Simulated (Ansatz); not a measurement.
# Decaying states in the gap of LiBi2AsBr2O4

Aim: relax a made-up compound, LiBi2AsBr2O4, and see how good a tunnel barrier it would be. It is built by putting As for part of the Bi in the LiBi3Br2O4 structure of space group Amm2, with the volume rescaled by atomic radii. The parent structure comes from the Materials Project.

Main program and level: Ansatz 0.2.0; PBEsol DFT, plane waves, PAW files, in the first sound run; inputs show where later runs differ.

This is a report of a sequence of runs, with most program output left out.

The structure was built from a prototype and need not be the compound's stable phase.

## Step 1: The starting structure

Symmetry: Amm2, No. 38, orthorhombic system. The conventional cell has a = 5.479 Å, b = 5.472 Å, c = 12.513 Å, α = 90.00°, β = 90.00°, γ = 90.00°. Nearest to Li lie 4 O at 2.04 Å. Nearest to Bi lie 4 O at 2.23 Å and 4 Br at 3.41 to 3.49 Å. Nearest to As lie 4 O at 2.24 Å. Nearest to Bi lie 4 O at 2.25 Å and 2 Li at 3.23 Å and 4 Br at 3.28 to 3.35 Å. Nearest to Br lie 4 Bi at 3.35 to 3.41 Å and 2 As at 3.37 Å. Br has 4 Bi at 3.28 to 3.49 Å and 2 As at 3.31 Å and 1 Li at 3.53 Å nearest. It derives from LiBi3Br2O4. As for part of the Bi in the LiBi3Br2O4 structure of space group Amm2. Farther neighbours and most contacts between anions are not listed.

## Step 2: Cell and atoms at rest

The substituted atoms don't fit the parent's cell, so cell and atoms relax together. A small smearing keeps the run stable in case the gap closes on the way.

input.yaml

```yaml
crystal:
  lattice:
    - [5.4788776899, 0.0, 0.0]
    - [0.0, 2.7359598737, 6.256675844]
    - [0.0, -2.7359598737, 6.256675844]
  atoms:
    - { symbol: Li, position: [0.5, 0.701705, 0.701705] }
    - { symbol: Bi, position: [0.0, 0.156427, 0.156427] }
    - { symbol: As, position: [0.0, 0.836189, 0.836189] }
    - { symbol: Bi, position: [0.5, 0.339543, 0.339543] }
    - { symbol: Br, position: [0.0, 0.493846, 0.493846] }
    - { symbol: Br, position: [0.5, 0.983949, 0.983949] }
    - { symbol: O, position: [0.247666, 0.493892, 0.000279] }
    - { symbol: O, position: [0.752334, 0.000279, 0.493892] }
    - { symbol: O, position: [0.247666, 0.000279, 0.493892] }
    - { symbol: O, position: [0.752334, 0.493892, 0.000279] }
kpoints:
  mp_grid: { grid: [4, 4, 4] }
scf:
  occupations: { method: gaussian, width: 0.03 }
hamiltonian:
  xc: pbesol
output:
  forces: true
  stress: true
relax:
  f_tol: 0.02
  max_steps: 60
  cell: {}
```

Run with:

```bash
> ansatz run input.yaml --threads 2 --pin off --max-ram 4096MiB --backend cpu --events-out ev --progress --plain --runs-dir out
```

Elapsed: 83 s, on 2 threads of Arm Neoverse V2, shared host; peak memory 0.55 GiB.

Step by step:

```csv
step,energy less that of the first step (eV),largest force component (eV/Å),pressure (GPa),volume (Å³)
1,0.0000,3.2212,-4.96,187.58
2,-0.9760,1.2261,-0.79,176.25
3,-1.0248,2.1226,3.04,172.03
4,-1.2299,0.4137,-0.66,174.11
5,-1.2475,0.1993,0.00,173.71
6,-1.2534,0.0460,0.17,172.90
7,-1.2533,0.0198,0.04,173.13
8,-1.2534,0.0118,0.01,173.16
9*,-1.2343,0.0119,-0.18,173.16
10,-1.2356,0.0131,0.00,172.64
11*,-1.2346,0.0131,-0.01,172.64
```

Relaxation steps marked * repeat the geometry before them on a plane-wave basis chosen anew for their cell, so energy and pressure can jump there.

The run keeps the 4 symmetry operations that it works with, so distortions that break them were not tested.

```csv
"conventional cell, symmetrised",before,after,change
a (Å),5.479,5.320,-2.9 %
b (Å),5.472,5.291,-3.3 %
c (Å),12.513,12.266,-2.0 %
volume (Å³/atom),18.76,17.26,-8.0 %
```

The atoms that moved most (Å, as changes of fractional coordinates times the final cell):

```csv
atom,dx,dy,dz,length
As3,0.000,0.000,-0.264,0.264
Br6,0.000,0.000,0.197,0.197
Bi2,0.000,0.000,-0.141,0.141
Bi4,0.000,0.000,0.105,0.105
O8,0.047,-0.073,0.025,0.090
O10,0.047,0.073,0.025,0.090
O9,-0.047,-0.073,0.025,0.090
O7,-0.047,0.073,0.025,0.090
```

The relaxed structure:

```cif
data_structure
_symmetry_space_group_name_H-M 'P 1'
_symmetry_Int_Tables_number 1
_cell_length_a 5.3204
_cell_length_b 6.6792
_cell_length_c 6.6792
_cell_angle_alpha 46.666
_cell_angle_beta 90.000
_cell_angle_gamma 90.000
_cell_volume 172.64
loop_
_atom_site_label
_atom_site_type_symbol
_atom_site_fract_x
_atom_site_fract_y
_atom_site_fract_z
_atom_site_occupancy
Li1 Li 0.50000 0.69737 0.69737 1
Bi2 Bi 0.00000 0.14494 0.14494 1
As3 As 0.00000 0.81470 0.81470 1
Bi4 Bi 0.50000 0.34809 0.34809 1
Br5 Br 0.00000 0.49825 0.49825 1
Br6 Br 0.50000 0.00002 0.00002 1
O7 O 0.23885 0.50969 0.98863 1
O8 O 0.76115 0.98863 0.50969 1
O9 O 0.23885 0.98863 0.50969 1
O10 O 0.76115 0.50969 0.98863 1
```

This step gave:

* free energy: -37219.1370 eV
* Fermi energy: 8.145 eV
* pressure: -0.008558 GPa

The largest force component on a free atom ends at 0.013 eV/Å.

## Step 3: The bulk crystal and its band edges

The energy window and the wavevectors of the next steps follow from the band edges, so these are searched first, off the mesh as well.

input.yaml

```yaml
crystal:
  lattice:
    - [5.320393171, 0.0, 0.0]
    - [0.0, 2.6454720386, 6.1329938008]
    - [0.0, -2.6454720386, 6.1329938008]
  atoms:
    - { symbol: Li, position: [0.5, 0.6973712787, 0.6973712787] }
    - { symbol: Bi, position: [0.0, 0.1449359787, 0.1449359787] }
    - { symbol: As, position: [0.0, 0.8147045887, 0.8147045887] }
    - { symbol: Bi, position: [0.5, 0.3480893939, 0.3480893939] }
    - { symbol: Br, position: [0.0, 0.4982498651, 0.4982498651] }
    - { symbol: Br, position: [0.5, 1.0000182404, 1.0000182404] }
    - { symbol: O, position: [0.2388516758, 0.5096883293, -0.011372502] }
    - { symbol: O, position: [0.7611483242, -0.011372502, 0.5096883293] }
    - { symbol: O, position: [0.2388516758, -0.011372502, 0.5096883293] }
    - { symbol: O, position: [0.7611483242, 0.5096883293, -0.011372502] }
kpoints:
  mp_grid: { grid: [4, 6, 6] }
  band_path: { path: [VBM, CBM], npoints: 30 }
scf:
  occupations: { method: fixed }
hamiltonian:
  xc: pbesol
output:
  eigenvalues: true
  write_potential: true
  write_density: true
  volumetric_format: npy
  elf: true
```

It took 86 s on 2 threads; peak memory 0.68 GiB; 2.9 min of CPU time.

This step gave:

```yaml
free_energy: -37219.1381 eV
fermi_energy: 7.385 eV
gap_on_the_k_mesh: 1.605 eV
gap_on_path: 1.593 eV, by band count; negative where bands overlap
direct_gap_on_path: 2.115 eV
edge_places_on_path: 0, 1.075 1/A along the path
```

Electronic bands along the path, in eV, zero at the Fermi level (highest filled level under fixed occupations); v1 is the highest filled band, c1 the lowest empty one:

```csv
point,v4,v3,v2,v1,c1,c2,c3,c4
VBM,-0.88,-0.85,-0.74,0.01,3.89,3.98,4.69,4.79
halfway,-1.19,-1.00,-0.90,-0.33,3.31,3.60,4.10,4.54
CBM,-1.10,-1.07,-0.93,-0.51,1.61,2.63,3.95,4.08
```

Valence density in the ac plane of the conventional cell at fractional y = 0.000, with atoms of Li and Bi and As and Br within 0.2 Å of it. It is the smooth field of the valence electrons, not physical close to the nuclei.

Ten steps, logarithmic in the rise over the least value, from '0' (0 e/Å³) to '9' (25 e/Å³), each cell a mean:
```
000013323321000
321112233211123
653100111001256
764100000001357
542100000000245
211100000000112
000011343211000
000013666521000
000014677521000
111012455311111
332101121101133
133100000001232
233100000001233
321000000000123
100000000000001
000000132000000
000000476200000
211110243101112
752100000001147
973100000000259
642100000000136
211001111100012
000012333210000
000013322321000
```
Columns run along a (5.3 Å), rows up along c (12.3 Å), edges of the conventional cell, whose origin can differ from the input's. Atoms in or near the plane, at fractional coordinates: Li at (0.50, 0.30), Bi at (0.00, 0.86), As at (0.00, 0.19), Bi at (0.50, 0.65), Br at (0.00, 0.50), Br at (0.50, 0.00).

Electrostatic potential energy in the ac plane of the conventional cell at fractional y = 0.000, with atoms of Li and Bi and As and Br within 0.2 Å of it. With pseudopotentials it is smooth inside the atoms' cores, unlike the true potential.

Ten even steps from '_' (-71 eV) to '@' (12 eV), each cell a mean:
```
@@@@@@@@@@##::__..==%%@@@@@@@@
**##%%@@@@@@%%**##%%@@@@@@%%**
__::**%%@@@@@@@@@@@@@@@@##==__
____++%%@@@@@@@@@@@@@@@@##::__
::==##@@@@@@@@@@@@@@@@@@%%++::
%%%%@@@@@@@@@@@@@@@@@@@@@@%%%%
@@@@@@@@@@%%**++**##@@@@@@@@@@
@@@@@@@@%%++..____--##@@@@@@@@
@@@@@@@@%%++______::##@@@@@@@@
@@@@@@@@@@##==::--**%%@@@@@@@@
==**%%@@@@@@%%%%%%@@@@@@@@##==
__..**@@@@@@@@@@@@@@@@@@%%--__
__::##@@@@@@@@@@@@@@@@@@%%==..
##%%@@@@@@@@@@@@@@@@@@@@@@%%##
@@@@@@@@@@@@@@@@@@@@@@@@@@@@@@
@@@@@@@@@@@@%%####@@@@@@@@@@@@
@@@@@@@@@@@@##++**%%@@@@@@@@@@
##%%@@@@@@@@%%####@@@@@@@@%%%%
%%####@@@@@@@@@@@@@@@@@@%%##%%
@@@@##@@@@@@@@@@@@@@@@@@%%##@@
%%##%%@@@@@@@@@@@@@@@@@@%%##%%
%%@@@@@@@@@@@@@@@@@@@@@@@@@@%%
@@@@@@@@@@%%**==++##@@@@@@@@@@
@@@@@@@@@@**..____--%%@@@@@@@@
```
Columns run along a (5.3 Å; values clipped at the 3rd and 97th percentile), rows up along c (12.3 Å), edges of the conventional cell, whose origin can differ from the input's. Atoms in or near the plane, at fractional coordinates: Li at (0.50, 0.30), Bi at (0.00, 0.86), As at (0.00, 0.19), Bi at (0.50, 0.65), Br at (0.00, 0.50), Br at (0.50, 0.00).

ELF in the ac plane of the conventional cell at fractional y = 0.000, with atoms of Li and Bi and As and Br within 0.2 Å of it. It is the smooth field of the valence electrons, not physical close to the nuclei.

Ten even steps from '0' (0.01) to '9' (0.96), each cell a mean:
```
321278523884123
443247888852245
234313565422442
224210010001331
233100000001233
211000111000112
000012333210000
000023212331000
210134221342012
764224434432367
688522444323787
048731111126871
258741000026873
887520000014788
543100000000245
000000264000000
000000598100000
321000153000122
233100000001233
344200000001353
776300122101577
985114677531378
431158877873124
000378401785100
```
Columns run along a (5.3 Å), rows up along c (12.3 Å), edges of the conventional cell, whose origin can differ from the input's. Atoms in or near the plane, at fractional coordinates: Li at (0.50, 0.30), Bi at (0.00, 0.86), As at (0.00, 0.19), Bi at (0.50, 0.65), Br at (0.00, 0.50), Br at (0.50, 0.00).

The searched edges give 1.59 eV, against 1.61 eV on the mesh.

## Step 4: Decaying states in the gap, plane (001), k-mesh 6×4×6

This step: PBEsol DFT, plane waves, PAW files; complex bands by layer matching along the plane's normal (Ansatz 0.2.0).

The same crystal is laid in a cell whose first two vectors span the (001) plane (indices of the standard conventional cell, whose axes can be ordered otherwise than in the bulk input). At fixed energy and wavevector in the plane the solver finds all kz, real and complex. A few wavevectors are listed, (0, 0) and (-0.3802, -0.5) in units of the plane's reciprocal vectors; the slowest state needn't be among them.

input.yaml

```yaml
crystal:
  lattice:
    - [5.290944077, 0.0, 0.0]
    - [0.0, 5.320393171, 0.0]
    - [2.645472039, 0.0, 6.132993801]
  atoms:
    - { symbol: Li, position: [0.6973712787, 0.5, 0.6052574426] }
    - { symbol: Bi, position: [0.1449359787, 0.0, 0.7101280426] }
    - { symbol: As, position: [0.8147045887, 0.0, 0.3705908226] }
    - { symbol: Bi, position: [0.3480893939, 0.5, 0.3038212122] }
    - { symbol: Br, position: [0.4982498651, 0.0, 0.0035002698] }
    - { symbol: Br, position: [1.82404e-05, 0.5, 0.9999635192] }
    - { symbol: O, position: [0.5096883293, 0.2388516758, 0.5016841727] }
    - { symbol: O, position: [0.988627498, 0.7611483242, 0.5016841727] }
    - { symbol: O, position: [0.988627498, 0.2388516758, 0.5016841727] }
    - { symbol: O, position: [0.5096883293, 0.7611483242, 0.5016841727] }
kpoints:
  mp_grid: { grid: [6, 4, 6] }
scf:
  occupations: { method: fixed }
hamiltonian:
  xc: pbesol
output:
  eigenvalues: true
  transmission:
    leads: [[0, 0]]
    kpoints: [[0.0, 0.0], [-0.3802, -0.5]]
    e_range: [-1.0, 2.59]
    de: 0.06
```

Wall time 93 s (2 threads); peak memory 0.98 GiB.

Numbers from this step:

| Item | Value |
| --- | --- |
| level to which the leads are filled | 0.8026 eV from the Fermi level |
| decay constant at the filling level, zone centre | 0.2969 Å⁻¹ |
| decay constant at the filling level, slowest listed point | 0.2969 Å⁻¹ |

K parallel (0, 0); values up to 1.5 1/Å, a degenerate pair printed once or twice; energies at which all values exceed this have no row. Table of Im kz of the slowest decaying states by energy, zero at the highest filled level on the SCF mesh:

```csv
energy (eV),decay 1 (Å⁻¹),decay 2 (Å⁻¹),decay 3 (Å⁻¹),decay 4 (Å⁻¹)
-1.0000,0.128,0.206,0.274,0.349
-0.7600,0.210,0.357,0.357,0.373
-0.5200,0.184,0.263,0.355,0.363
-0.2200,0.264,0.294,0.352,0.367
0.0200,0.301,0.307,0.351,0.367
0.2600,0.312,0.325,0.348,0.364
0.5000,0.310,0.342,0.343,0.359
0.7400,0.301,0.335,0.351,0.353
0.9800,0.282,0.323,0.340,0.358
1.2200,0.246,0.308,0.326,0.359
1.5200,0.137,0.284,0.303,0.351
1.7600,0.258,0.280,0.333,0.464
2.0000,0.226,0.244,0.250,0.450
2.2400,0.183,0.212,0.308,0.438
2.4800,0.117,0.159,0.333,0.428
```

K parallel (-0.3802, -0.5); values up to 1.5 1/Å, a degenerate pair printed once or twice; energies at which all values exceed this have no row. Im kz of the slowest decaying states against energy, zero at the highest filled level on the SCF mesh:

```csv
energy (eV),decay 1 (Å⁻¹),decay 2 (Å⁻¹),decay 3 (Å⁻¹),decay 4 (Å⁻¹)
-1.00,0.0681,0.179,0.313,0.501
-0.82,0.0869,0.112,0.136,0.327
-0.64,0.154,0.182,0.340,0.375
-0.46,0.138,0.309,0.429,0.485
-0.28,0.362,0.494,0.547,0.651
-0.10,0.400,0.547,0.589,0.625
0.02,0.0584,0.420,0.580,0.609
0.08,0.170,0.429,0.582,0.608
0.26,0.316,0.453,0.514,0.591
0.44,0.415,0.473,0.504,0.568
0.62,0.490,0.503,0.519,0.680
0.80,0.504,0.504,0.542,0.699
0.92,0.506,0.512,0.555,0.712
1.10,0.508,0.522,0.573,0.733
1.28,0.510,0.528,0.589,0.709
1.46,0.511,0.530,0.604,0.674
1.64,0.511,0.526,0.618,0.650
1.82,0.510,0.516,0.632,0.635
2.00,0.500,0.507,0.629,0.647
2.18,0.478,0.504,0.629,0.663
2.36,0.451,0.498,0.633,0.680
2.54,0.421,0.491,0.645,0.698
```

At the listed wavevectors the last open channel is at -0.04 eV and the next at +1.64 eV on the grid. At +0.80 eV, the grid energy nearest the filling level (the middle of the gap on the SCF mesh), the slowest state at the listed wavevectors decays with κ = 0.297 Å⁻¹, its amplitude falling by e over 3.4 Å. Through 1 nm of this crystal that state's transmission falls by exp(−2 × 0.297 Å⁻¹ × 10 Å) = 0.0026.

## Step 5: Decay over the two-dimensional zone

The listed points could miss the slowest state, so one energy near mid-gap is solved on a mesh of 8×6.

Edit input.yaml of step 4 so:

```diff
@@ -24,6 +24,2 @@
   eigenvalues: true
-  transmission:
-    leads: [[0, 0]]
-    kpoints: [[0.0, 0.0], [-0.3802, -0.5]]
-    e_range: [-1.0, 2.59]
-    de: 0.06
+  transmission: { leads: [[0, 0]], kmesh: [8, 6], e_range: [0.8, 0.81], de: 0.05 }
```

Wall time 64 s (2 threads); peak memory 0.96 GiB; 2.1 min of CPU time.

This step gave:

* least decay constant on the mesh: 0.2969 Å⁻¹

Slowest decay constant (1/Å; 0 where a channel is open) over k1 and k2. At 0.8000 eV from the Fermi level.

Ten even steps from '_' (0.297) to '@' (0.525):
```
%%##++++==++++##
++++++==::==++++
--++==::__::==++
++++++==::==++++
%%##++++==++++##
@@%%++::..::++%%
```
Columns: k1 (b1) from -0.5 to 0.375; rows upwards: k2 (b2) from -0.5 to 0.333.

The least value on the mesh is 0.297 Å⁻¹ at +0.80 eV. At that energy the listed points give about 0.297 Å⁻¹ by interpolation, so the mesh holds no clearly slower state.

## Step 6: Decaying states in the gap, plane (100), k-mesh 6×6×4

The same for the (100) plane, at (0, 0) and (-0.5, 0), to see how the decay depends on direction.

input.yaml

```yaml
crystal:
  lattice:
    - [6.679231638, 0.0, 0.0]
    - [2.095607006, 4.858242533, 0.0]
    - [0.0, 0.0, 5.320393171]
  atoms:
    - { symbol: Li, position: [0.3947425574, 0.3026287213, 0.5] }
    - { symbol: Bi, position: [0.2898719574, 0.8550640213, 0.0] }
    - { symbol: As, position: [0.6294091774, 0.1852954113, 0.0] }
    - { symbol: Bi, position: [0.6961787878, 0.6519106061, 0.5] }
    - { symbol: Br, position: [0.9964997302, 0.5017501349, 0.0] }
    - { symbol: Br, position: [3.64808e-05, 0.9999817596, 0.5] }
    - { symbol: O, position: [0.4983158273, 0.011372502, 0.7611483242] }
    - { symbol: O, position: [0.4983158273, 0.4903116707, 0.2388516758] }
    - { symbol: O, position: [0.4983158273, 0.4903116707, 0.7611483242] }
    - { symbol: O, position: [0.4983158273, 0.011372502, 0.2388516758] }
kpoints:
  mp_grid: { grid: [6, 6, 4] }
scf:
  occupations: { method: fixed }
hamiltonian:
  xc: pbesol
output:
  eigenvalues: true
  transmission:
    leads: [[0, 0]]
    kpoints: [[0.0, 0.0], [-0.5, 0.0]]
    e_range: [-1.0, 2.59]
    de: 0.06
```

Run time: 1.9 min. Hardware: 2 threads; peak memory 1.1 GiB; 3.3 min of CPU time.

This step gave:

- decay constant at the filling level, zone centre: 0.2425 Å⁻¹
- decay constant at the filling level, slowest listed point: 0.2425 Å⁻¹

K parallel (0, 0); values up to 1.5 1/Å, a degenerate pair printed once or twice; energies at which all values exceed this have no row. The Im kz of the slowest decaying states by energy, zero at the highest filled level on the SCF mesh:

```csv
energy (eV),decay 1 (Å⁻¹),decay 2 (Å⁻¹),decay 3 (Å⁻¹),decay 4 (Å⁻¹)
-1.00,0.139,0.232,0.336,0.458
-0.88,0.141,0.285,0.300,0.506
-0.70,0.00995,0.262,0.353,0.555
-0.58,0.100,0.255,0.393,0.578
-0.46,0.0978,0.0989,0.159,0.255
-0.28,0.142,0.187,0.214,0.258
-0.16,0.201,0.218,0.242,0.260
0.02,0.249,0.252,0.262,0.286
0.14,0.262,0.265,0.265,0.338
0.26,0.261,0.270,0.277,0.401
0.44,0.257,0.277,0.291,0.508
0.56,0.254,0.281,0.298,0.522
0.68,0.249,0.285,0.304,0.534
0.86,0.239,0.273,0.303,0.309
0.98,0.230,0.269,0.308,0.311
1.10,0.220,0.265,0.312,0.312
1.28,0.201,0.258,0.310,0.314
1.40,0.185,0.253,0.306,0.314
1.52,0.166,0.246,0.302,0.313
1.70,0.127,0.233,0.291,0.308
1.82,0.0867,0.222,0.282,0.304
2.00,0.202,0.264,0.294,0.535
2.12,0.184,0.248,0.285,0.526
2.24,0.163,0.229,0.274,0.515
2.42,0.117,0.190,0.254,0.497
2.54,0.0622,0.155,0.236,0.483
```

K parallel (-0.5, 0); values up to 1.5 1/Å, a degenerate pair printed once or twice; energies at which all values exceed this have no row. The Im kz of the slowest decaying states by energy, zero at the highest filled level on the SCF mesh:

```csv
energy (eV),decay 1 (Å⁻¹),decay 2 (Å⁻¹),decay 3 (Å⁻¹),decay 4 (Å⁻¹)
-1.00,0.0786,0.115,0.130,0.135
-0.82,0.176,0.217,0.238,0.314
-0.64,0.208,0.268,0.299,0.391
-0.46,0.105,0.230,0.324,0.344
-0.28,0.203,0.244,0.355,0.380
-0.10,0.161,0.251,0.253,0.359
0.02,0.235,0.257,0.274,0.365
0.08,0.258,0.258,0.283,0.369
0.26,0.259,0.300,0.308,0.383
0.44,0.258,0.323,0.327,0.397
0.62,0.253,0.339,0.342,0.407
0.80,0.245,0.351,0.355,0.414
0.92,0.238,0.358,0.362,0.418
1.10,0.223,0.366,0.371,0.420
1.28,0.203,0.373,0.378,0.421
1.46,0.134,0.210,0.379,0.384
1.64,0.216,0.383,0.387,0.417
1.82,0.209,0.387,0.389,0.412
2.00,0.195,0.389,0.390,0.405
2.18,0.174,0.388,0.391,0.397
2.36,0.141,0.385,0.386,0.392
2.54,0.0862,0.374,0.379,0.392
```

K parallel (-0.5, 0). The Re kz of states that move upwards by energy, zero at the highest filled level on the SCF mesh:

```csv
energy (eV),channel 1 (Å⁻¹),channel 2 (Å⁻¹)
-1.00,-0.510,-
-0.88,-0.398,0.0691
-0.76,-0.294,0.142
-0.64,-0.191,0.204
-0.52,-0.0455,0.266
-0.40,0.335,-
-0.28,0.425,-
-0.16,-,-
-0.04,-,-
0.02,-,-
0.08,-,-
0.20,-,-
0.32,-,-
0.44,-,-
0.56,-,-
0.68,-,-
0.86,-,-
0.98,-,-
1.10,-,-
1.22,-,-
1.34,-,-
1.46,-,-
1.58,-,-
1.70,0.103,-
1.82,0.154,-
1.94,0.193,-
2.06,0.226,-
2.18,0.255,-
2.30,0.283,-
2.42,0.310,-
2.54,0.337,-
```

At the listed wavevectors the last open channel is at -0.22 eV and the next at +1.64 eV on the grid. At +0.80 eV, the grid energy nearest the filling level (the middle of the gap on the SCF mesh), the slowest state at the listed wavevectors decays with κ = 0.242 Å⁻¹, its amplitude falling by e over 4.1 Å; the first such run, plane (001), gave 0.297 Å⁻¹.

[end of part 1 of 2]

[Logs are printed without paths, hosts, clocks, repeated set-up lines and the standing remarks that a program may print on its own settings, such as how far it seeks lower states.]

[Hosts, paths, dates, database ids (printed as entryN), source tags and the programs' standing remarks are cut or masked in the printed files.]
